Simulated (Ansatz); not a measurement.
In doubt: masses and optical values from hybrid runs of this build are listed as unsure (in some of the runs), which bears on the screening that GW takes from such a start.

MgAl2C2 (P-3m1), computed twice by G0W0.

```xyz
5
Lattice="3.3770 0.0000 0.0000 -1.6885 2.9246 0.0000 0.0000 0.0000 5.8170" Properties=species:S:1:pos:R:3 pbc="T T T"
Mg    0.0000    0.0000    0.0000
Al    0.0000    1.9497    2.0400
Al    1.6885    0.9749    3.7770
C     0.0000    1.9497    4.2405
C     1.6885    0.9749    1.5765
```

Geometry: measured cell, ions relaxed with r2SCAN. The runs that relaxed it are not among those shown. PAW set soft_2, made with PBE.

The first (Ansatz 0.2.0; start r2SCAN, 6×6×4 mesh, 171 empty bands, screening to 120 eV; 1 × NVIDIA H100 80GB HBM3 (shared by 6 runs) with 2 threads of AMD EPYC 7R13 (Zen 3), shared host) gave, on its mesh: starting gap 2.25 eV, G0W0 gap 2.68 eV, RPA ε∞ (mean) 6.74, 20 s.

Question: The second changes start from r2SCAN to HSE06. What does it give?

It gave: starting gap 2.62 eV, G0W0 gap 2.86 eV, RPA ε∞ (mean) 6.21, 47 s. The G0W0 gap moves by +0.18 eV, +0.36 eV from the start and −0.18 eV from the correction. Σc changes by −0.10 eV at the valence top and −0.01 eV at the conduction bottom, and Σx − Vxc between them by −0.27 eV.

Limits: not at the basis limit.

[Paths, hosts, dates, memory and timing lines, banners, echoed tables and standing remarks are left out of the program output.]

[Logs are printed without paths, hosts, clocks, repeated set-up lines and the standing remarks that a program may print on its own settings, such as how far it seeks lower states.]

[Runs of the session that timed out or met a known fault of the program may be left out.]

[Cells called generated may have been cut or substituted from an entry of the Crystallography Open Database or the Materials Project.]

[Hosts, paths, dates, database ids (printed as entryN), source tags and the programs' standing remarks are cut or masked in the printed files.]
